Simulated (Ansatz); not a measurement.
**(12,0) carbon nanotube (192 atoms): geometry optimisation**

Aim: bring (12,0) carbon nanotube (192 atoms) to a nearby minimum of the energy and see what moves.

Calculated with Ansatz 0.2.0; Kohn-Sham DFT, PBE+D3(BJ), PAW (set soft_2), plane waves.

## 1. Set-up

The cell holds 192 atoms: 192 C. Cell: a = 21.397 Å, b = 21.397 Å, c = 17.043 Å, α = 90.0°, β = 90.0°, γ = 90.0°. It derives from C (graphene). Graphene sheet (a = 2.46 Å) rolled into a (12,0) tube of diameter 9.40 Å, 4 periods, 12 Å of vacuum; every coordinate displaced by a Gaussian of 0.02 Å. Vacuum lies along a and b. The structure repeats along c.

Before any run, some limits are plain. Only the Γ point is sampled, in a cell whose periodic width is 17 Å.

## 2. Single point at the start

The forces at the start show how far the geometry lies from a minimum of this functional.

The input, input.yaml:

```yaml
crystal:
  lattice:
    - [21.39651, 0.0, 0.0]
    - [0.0, 21.39651, 0.0]
    - [0.0, 0.0, 17.04338]
  atoms:
    - { symbol: C, position: [0.71807, 0.50077, 0.08408] }
    - { symbol: C, position: [0.71294, 0.55715, 0.04123] }
    - { symbol: C, position: [0.69015, 0.61017, 0.08435] }
    - { symbol: C, position: [0.65579, 0.65392, 0.04144] }
    - { symbol: C, position: [0.71335, 0.55734, 0.20761] }
    - { symbol: C, position: [0.6904, 0.60977, 0.1691] }
    - { symbol: C, position: [0.60857, 0.68938, 0.08546] }
    - { symbol: C, position: [0.5549, 0.71264, 0.04144] }
    - { symbol: C, position: [0.65605, 0.65558, 0.20863] }
    - { symbol: C, position: [0.61083, 0.69008, 0.16853] }
    - { symbol: C, position: [0.50116, 0.71929, 0.08382] }
    - { symbol: C, position: [0.44252, 0.71213, 0.04083] }
    - { symbol: C, position: [0.5552, 0.71179, 0.20856] }
    - { symbol: C, position: [0.50055, 0.72033, 0.16695] }
    - { symbol: C, position: [0.38953, 0.69001, 0.08067] }
    - { symbol: C, position: [0.34411, 0.65409, 0.04208] }
    - { symbol: C, position: [0.44523, 0.7135, 0.20902] }
    - { symbol: C, position: [0.38986, 0.68989, 0.16805] }
    - { symbol: C, position: [0.30929, 0.61041, 0.08275] }
    - { symbol: C, position: [0.28714, 0.55717, 0.04302] }
    - { symbol: C, position: [0.34539, 0.65476, 0.20775] }
    - { symbol: C, position: [0.31068, 0.61069, 0.16441] }
    - { symbol: C, position: [0.28098, 0.50216, 0.08339] }
    - { symbol: C, position: [0.28762, 0.44309, 0.04082] }
    - { symbol: C, position: [0.28803, 0.55681, 0.2084] }
    - { symbol: C, position: [0.28129, 0.5, 0.16671] }
    - { symbol: C, position: [0.31011, 0.3895, 0.08273] }
    - { symbol: C, position: [0.34484, 0.3447, 0.04253] }
    - { symbol: C, position: [0.28806, 0.44353, 0.20831] }
    - { symbol: C, position: [0.30819, 0.39023, 0.16534] }
    - { symbol: C, position: [0.39009, 0.31137, 0.08224] }
    - { symbol: C, position: [0.44317, 0.28865, 0.04374] }
    [... 154 atom lines left out ...]
    - { symbol: C, position: [0.6911, 0.39012, 0.83227] }
    - { symbol: C, position: [0.71315, 0.443, 0.79115] }
    - { symbol: C, position: [0.65435, 0.34452, 0.95803] }
    - { symbol: C, position: [0.68991, 0.39113, 0.91753] }
    - { symbol: C, position: [0.71198, 0.44302, 0.95869] }
    - { symbol: C, position: [0.71997, 0.49963, 0.9179] }
kpoints:
  mp_grid: { grid: [1, 1, 1] }
hamiltonian:
  xc: pbe
  dispersion: d3bj
scf:
  occupations: { method: fermi_dirac, width: 0.05 }
output:
  forces: true
```

On the command line:

```
$ ansatz run input.yaml --threads 4 --pin off --max-ram 15872MiB --backend cpu --events-out ev --progress --plain --runs-dir out
```

Numbers of over 12 decimals in the logs are rounded to 6 here.

The program printed:

```text
Engine: ansatz 0.2.0, aarch64-unknown-linux-gnu
Pseudopotentials: kind: paw
Pseudopotential: C, paw, valence charge 4, recommended cutoff 420 eV (normal), C.paw.azcp
[... 5 lines on functional and potentials left out ...]
Crystal: 192 atoms, lattice volume = 7802.641 Å³
Basis set: ecut = 420 eV, 152449 PW (Γ), exchange–correlation on 288×288×240 points (8 copies of the dense FFT grid, shifted against one another)
Bands: 576, of which v1, the nominal top of the filled ones, is band 384 counted from 1 (383 counted from 0)
Symmetry: 1 space group operations
Space group: P1 (ITA 1), of the structure as read, at distance tolerance 2.0e-4 Å
k-points: 1
[... 3 lines on functional and potentials left out ...]
Initial density: superposition of atomic densities (neutral atoms: chi_scale 0, normalization atom), corrected by the library's trained network
Initial wavefunctions: pseudopotential atomic-orbital guess
Functional: x = pbe(κ = 0.804, μ = 0.219515), c = pbe(β = 0.066725)
SCF iter   1: F=—  HF=-48173.982222 eV  |F-HF|=—  |Δ(HF+E_count)|=         —  Δρ=2.11e-3  dr2=5.26e-1  ethr=1.77e-3  ⟨swp⟩=8.0  Hψ=3073  notcnv=0  defer=161
preconditioner: auto → LDOS  [metal: Δε(μ)=0.027 eV  Ē_g=14.606 eV  σ=0.050 eV  W_gap=0.13  n_scr=818 (ndim 8)  ℏωp=11.6 eV  f_vac=0.742  D(μ)=31.55/eV (n_scr^D=84)  β→1.0]
SCF iter   2: F=—  HF=-48174.059060 eV  |F-HF|=—  |Δ(HF+E_count)|=   7.68e-2  Δρ=1.07e-3  dr2=2.53e-1  ethr=6.85e-5  ⟨swp⟩=2.0  Hψ=968  notcnv=0  defer=177
SCF iter   3: F=—  HF=-48173.997915 eV  |F-HF|=—  |Δ(HF+E_count)|=   6.11e-2  Δρ=2.19e-4  dr2=6.47e-3  ethr=3.29e-5  ⟨swp⟩=2.0  Hψ=703  notcnv=0  defer=177
SCF iter   4: F=—  HF=-48174.003878 eV  |F-HF|=—  |Δ(HF+E_count)|=   5.96e-3  Δρ=3.22e-5  dr2=1.97e-4  ethr=8.42e-7  ⟨swp⟩=2.0  Hψ=785  notcnv=0  defer=177
SCF iter   5: F=—  HF=-48174.004162 eV  |F-HF|=—  |Δ(HF+E_count)|=   2.84e-4  Δρ=1.08e-5  dr2=5.74e-5  ethr=2.56e-8  ⟨swp⟩=2.0  Hψ=690  notcnv=0  defer=177
SCF iter   6: F=—  HF=-48174.005414 eV  |F-HF|=—  |Δ(HF+E_count)|=   1.25e-3  Δρ=4.73e-6  dr2=1.74e-5  ethr=7.48e-9  ⟨swp⟩=3.0  Hψ=713  notcnv=0  defer=177
SCF iter   7: F=—  HF=-48174.005418 eV  |F-HF|=—  |Δ(HF+E_count)|=   4.57e-6  Δρ=2.52e-6  dr2=2.49e-6  ethr=2.26e-9  ⟨swp⟩=2.0  Hψ=432  notcnv=0  defer=177
SCF iter   8: F=—  HF=-48174.005420 eV  |F-HF|=—  |Δ(HF+E_count)|=   2.27e-6  Δρ=1.22e-6  dr2=3.00e-7  ethr=3.24e-10  ⟨swp⟩=2.0  Hψ=630  notcnv=0  defer=177
SCF iter   9: F=-48174.005422 eV  HF=-48174.005421 eV  |F-HF|=2.46e-7  |Δ(HF+E_count)|=   1.05e-6  Δρ=5.11e-7  dr2=5.38e-8  ethr=1.30e-11  ⟨swp⟩=4.0  Hψ=1608  notcnv=0
SCF 1 converged in 9 iterations: F = -48174.005422 eV  dr2 = 5.38e-8
  greatest PAW one-centre occupation: 0.692 electrons in one spin orbital (limit 2), on the C atom at site 115 (counted from 0), in its partial waves of l = 0
SCF converged after 9 iterations
Free energy (F): -48174.005422 eV
Harris-Foulkes:  -48174.005421 eV  (|F-HF|=2.46e-7)
Internal energy: -48173.773704 eV  (E = F + TS)
E sigma→0 (E₀):  -48173.889563 eV
Entropy (-TS):   -0.231717 eV (-1.207 meV/atom)
Fermi energy:    -1.771727 eV
--- Per-component energies (eV) ---
  E_band       = -8476.820612
  E_kinetic    = 17523.929886
  E_local      = -318952.491648  (includes V_loc(G=0)·N_el)
  E_nonlocal   = 5262.803787
  E_hartree    = 150213.428836
  E_xc         = -9227.066132
  E_vxc        = -11423.560577  (∫ρ·V_xc dr)
  E_paw        = -19080.747417  (= ΣΔE_a)
  E_vpaw       = -1314.367442  (= ΣTr[D̂ρ^β])
  E_aug_tail   = 0.001516  (compensation charges beyond the density's cutoff)
  E_ewald      = 126103.921124
  E_disp       = -17.553658  (pairwise vdW)
  E_smearing   = -0.231717  (= −TS)
  E_closure    = 0.000000  (closes the sum)
  Σ components = -48174.005422   (vs F -48174.005422, Δ=0.00e0)
--- Forces (eV/Å), atoms counted from 1 ---
  atom   1  C      0.75061885    -0.58393077    -1.51496316
  atom   2  C     -0.40866266     0.52045695     0.57021853
  atom   3  C      0.52835809    -0.53777949     0.06299658
  atom   4  C     -1.16831760     1.30856610     0.79620615
  atom   5  C     -0.12933408    -0.21523714     1.12449034
  atom   6  C      0.21761119     0.52463295    -2.20311628
  atom   7  C      0.90079299    -0.11926570    -1.91925700
  atom   8  C      2.67591184    -0.74365776     0.19955858
  atom   9  C     -0.21361173     0.11554457     0.50712821
  atom  10  C     -1.64335427     0.66606303    -1.16355080
  atom  11  C     -2.90296862     0.40056196    -0.40938954
  atom  12  C      1.10450147     0.20000374     0.65518364
  atom  13  C      2.45873654    -0.14211652     0.48493097
  atom  14  C     -0.03144906     0.01948000    -0.71992063
[...]
atom 191  C      0.38719483     0.33856830    -0.46647178
  atom 192  C      0.00859757     1.15663396    -0.74868169
  max |Σ_I F_I| component: 2.17e-4 eV/Å
```

Elapsed: 2 min, on 4 threads of Arm Neoverse V1, shared host; peak memory 9.5 GiB.

Numbers from this run:

- free energy: -48174.0054 eV
- free energy per atom: -250.9063 eV/atom
- SCF cycles: 9
- r.m.s. force component: 1.227 eV/Å
- longest force: 5.526 eV/Å
- Fermi energy: -1.772 eV

The r.m.s. force component of 1.2 eV/Å sets the starting point.

Length of the force by element:

| element | coordination | atoms | mean length of the force (eV/Å) | spread | least | most |
| --- | --- | --- | --- | --- | --- | --- |
| C | all | 192 | 1.84 | 1.06 | 0.136 | 5.53 |

## 3. Relaxation

With the cell held, the atoms are moved downhill towards a nearby minimum.

input.yaml: that of step 2 with these lines changed.

```diff
@@ -16 +16,4 @@
   forces: true
+relax:
+  f_tol: 0.03
+  max_steps: 75
```

The program printed:

```text
[...]
Crystal: 192 atoms, lattice volume = 7802.641 Å³
Basis set: ecut = 420 eV, 152449 PW (Γ), exchange–correlation on 288×288×240 points (8 copies of the dense FFT grid, shifted against one another)
Bands: 576, of which v1, the nominal top of the filled ones, is band 384 counted from 1 (383 counted from 0)
Symmetry: 1 space group operations
[...]
k-points: 1
[...]
SCF iter   1: F=—  HF=-48173.982231 eV  |F-HF|=—  |Δ(HF+E_count)|=         —  Δρ=2.11e-3  dr2=5.26e-1  ethr=1.77e-3  ⟨swp⟩=8.0  Hψ=3073  notcnv=0  defer=161
[...]
SCF iter   6: F=-48174.005408 eV  HF=-48174.005414 eV  |F-HF|=6.01e-6  |Δ(HF+E_count)|=   1.82e-5  Δρ=4.72e-6  dr2=1.74e-5  ethr=2.93e-9  ⟨swp⟩=3.0  Hψ=1318  notcnv=0
SCF 1 converged in 6 iterations: F = -48174.005408 eV  dr2 = 1.74e-5
[...]
relax step   1: F+E_penalty+E_count = -48174.00540756 eV  Δ(F+E_penalty+E_count) = +0.000e0 eV  max|allowed force component| = 5.149e0 eV/Å  Δτ_max = 0.0000 Å  (6 SCF iters, dr2 threshold 2.25e-5 eV, accepted)
[...]
relax step   2: F+E_penalty+E_count = -48178.67310680 eV  Δ(F+E_penalty+E_count) = -4.668e0 eV  max|allowed force component| = 2.363e0 eV/Å  Δτ_max = 0.0777 Å  (7 SCF iters, dr2 threshold 1.00e-4 eV, accepted)
[...]
relax step   3: F+E_penalty+E_count = -48179.77752034 eV  Δ(F+E_penalty+E_count) = -1.104e0 eV  max|allowed force component| = 1.418e-1 eV/Å  Δτ_max = 0.0325 Å  (6 SCF iters, dr2 threshold 1.00e-4 eV, accepted)
relax step   4: F+E_penalty+E_count = -48179.79135032 eV  Δ(F+E_penalty+E_count) = -1.383e-2 eV  max|allowed force component| = 2.123e-2 eV/Å  Δτ_max = 0.0094 Å  (6 SCF iters, dr2 threshold 1.26e-6 eV, accepted)
[...]
relax step   5: F+E_penalty+E_count = -48179.79135085 eV  Δ(F+E_penalty+E_count) = -5.227e-7 eV  max|allowed force component| = 2.133e-2 eV/Å  Δτ_max = 0.0000 Å  (4 SCF iters, accepted)
SCF converged after 4 iterations
Free energy (F): -48179.791351 eV
[...]
Internal energy: -48179.529214 eV  (E = F + TS)
E sigma→0 (E₀):  -48179.660283 eV
Entropy (-TS):   -0.262136 eV (-1.365 meV/atom)
Fermi energy:    -1.794464 eV
[...]
--- Forces (eV/Å), atoms counted from 1 ---
  atom   1  C      0.00255699    -0.00307283     0.01000728
  atom   2  C     -0.00188779     0.00137252    -0.00941671
  atom   3  C      0.00250941    -0.00521131     0.00107329
  atom   4  C     -0.00008508     0.00487022    -0.00991198
  atom   5  C     -0.00405376     0.00920249     0.01305476
  atom   6  C      0.00045612    -0.00145970    -0.00532158
  atom   7  C     -0.00380644     0.00614315     0.00206741
  atom   8  C      0.00979802    -0.00699362    -0.00533753
  atom   9  C      0.00622126     0.00284300     0.01507327
  atom  10  C     -0.00369054     0.00626656    -0.00319027
  atom  11  C     -0.00249871     0.00213596     0.01854376
  atom  12  C     -0.00457934     0.00309736    -0.01128652
  atom  13  C      0.00624635    -0.00834259     0.00332002
  atom  14  C      0.00342513     0.00443192    -0.01526072
[...]
atom 191  C     -0.00180071    -0.00005971     0.00876392
  atom 192  C      0.00792624    -0.00183157    -0.01321264
  max |Σ_I F_I| component: 3.78e-5 eV/Å
--- Relaxed structure (5 steps of the walk, 5 accepted, 0 SCFs on fresh bases) ---
  F+E_penalty+E_count = -48179.79135085 eV   max|allowed force component| = 2.133e-2 eV/Å
  atoms:
    - { symbol: C, position: [0.721516, 0.500072, 0.083225] }
    - { symbol: C, position: [0.713972, 0.557384, 0.041545] }
    - { symbol: C, position: [0.691785, 0.610783, 0.083241] }
    - { symbol: C, position: [0.656537, 0.656595, 0.041545] }
[...]
- { symbol: C, position: [0.721499, 0.500072, 0.916542] }
```

Wall time 7.1 min (4 threads); peak memory 9.5 GiB; 28 min of CPU time.

Relaxation path:

| step | energy less that of the first step (eV) | largest force component (eV/Å) |
| --- | --- | --- |
| 1 | 0.0000 | 5.1493 |
| 2 | -4.6677 | 2.3631 |
| 3 | -5.7721 | 0.1418 |
| 4 | -5.7859 | 0.0212 |
| 5 | -5.7859 | 0.0213 |

The atoms that moved most (Å):

| atom | dx | dy | dz | length |
| --- | --- | --- | --- | --- |
| C119 | -0.083 | -0.047 | 0.025 | 0.099 |
| C116 | -0.063 | 0.065 | 0.002 | 0.091 |
| C141 | 0.059 | -0.064 | 0.010 | 0.088 |
| C112 | -0.008 | 0.082 | -0.020 | 0.085 |
| C51 | 0.065 | 0.052 | -0.005 | 0.083 |
| C94 | 0.080 | 0.015 | -0.017 | 0.083 |
| C72 | -0.077 | -0.025 | -0.015 | 0.083 |
| C7 | 0.046 | 0.052 | -0.038 | 0.079 |

The relaxation changed the energy by -30.1 meV/atom, and atoms moved by 0.052 Å r.m.s., 0.099 Å at most.

## 4. Structure statistics after relaxation

Bonds before and after, by the cutoffs listed below:

| pair | bonds before | bonds after | mean before (Å) | mean after (Å) | spread before (Å) | spread after (Å) |
| --- | --- | --- | --- | --- | --- | --- |
| C-C | 288 | 288 | 1.419 | 1.424 | 0.028 | 0.003 |

Normalised to the volume that the atoms fill. Pair distribution function in bins of 0.1 Å:

| r (Å) | total |
| --- | --- |
| 1.35 | 0.00 |
| 1.45 | 13.70 |
| 1.55 | 0.00 |
| 1.65 | 0.00 |
| 1.75 | 0.00 |
| 1.85 | 0.00 |
| 1.95 | 0.00 |
| 2.05 | 0.00 |
| 2.15 | 0.00 |
| 2.25 | 0.00 |
| 2.35 | 0.00 |
| 2.45 | 9.12 |
| 2.55 | 0.00 |
| 2.65 | 0.00 |
| 2.75 | 0.00 |
| 2.85 | 3.50 |
| 2.95 | 0.00 |
| 3.05 | 0.00 |
| 3.15 | 0.00 |
| 3.25 | 0.00 |
| 3.35 | 0.00 |
| 3.45 | 0.00 |
| 3.55 | 0.00 |
| 3.65 | 1.38 |
| 3.75 | 2.61 |
| 3.85 | 0.00 |
| 3.95 | 0.00 |
| 4.05 | 0.00 |
| 4.15 | 0.00 |
| 4.25 | 3.10 |
| 4.35 | 0.00 |
| 4.45 | 0.00 |
| 4.55 | 0.00 |
| 4.65 | 0.00 |
| 4.75 | 0.83 |
| 4.85 | 0.00 |
| 4.95 | 2.30 |
| 5.05 | 0.72 |
| 5.15 | 0.71 |
| 5.25 | 0.00 |
| 5.35 | 0.00 |
| 5.45 | 0.00 |
| 5.55 | 0.61 |
| 5.65 | 0.29 |

Bonds by pair of elements; cutoffs follow the first minimum of g(r), held within bounds set by covalent radii, and pairs that aren't listed don't count as bonded:

| pair A-B | cutoff (Å) | bonds | mean length (Å) | spread (Å) | shortest (Å) | B about A | A about B |
| --- | --- | --- | --- | --- | --- | --- | --- |
| C-C | 1.82 | 288 | 1.42 | 0.003 | 1.42 | 3 | 3 |

How many atoms have how many bonded neighbours:

| element | mean | 3 |
| --- | --- | --- |
| C | 3 | 192 |

Bond angles (no mean is given where the spread exceeds 20°):

| angle | count | mean (°) | spread (°) |
| --- | --- | --- | --- |
| C-C-C | 576 | 119 | 0.6 |

The first peak of g(r) lies near 1.43 Å. Counting bonds as in the table, all C atoms have 3 bonded neighbours. The C-C-C angle averages 119° with a spread of 0.6°.

(Continued in part 2 of 2.)

[Logs are printed without paths, hosts, clocks, repeated set-up lines and the standing remarks that a program may print on its own settings, such as how far it seeks lower states.]

[Hosts, paths, dates, database ids (printed as entryN), source tags and the programs' standing remarks are cut or masked in the printed files.]
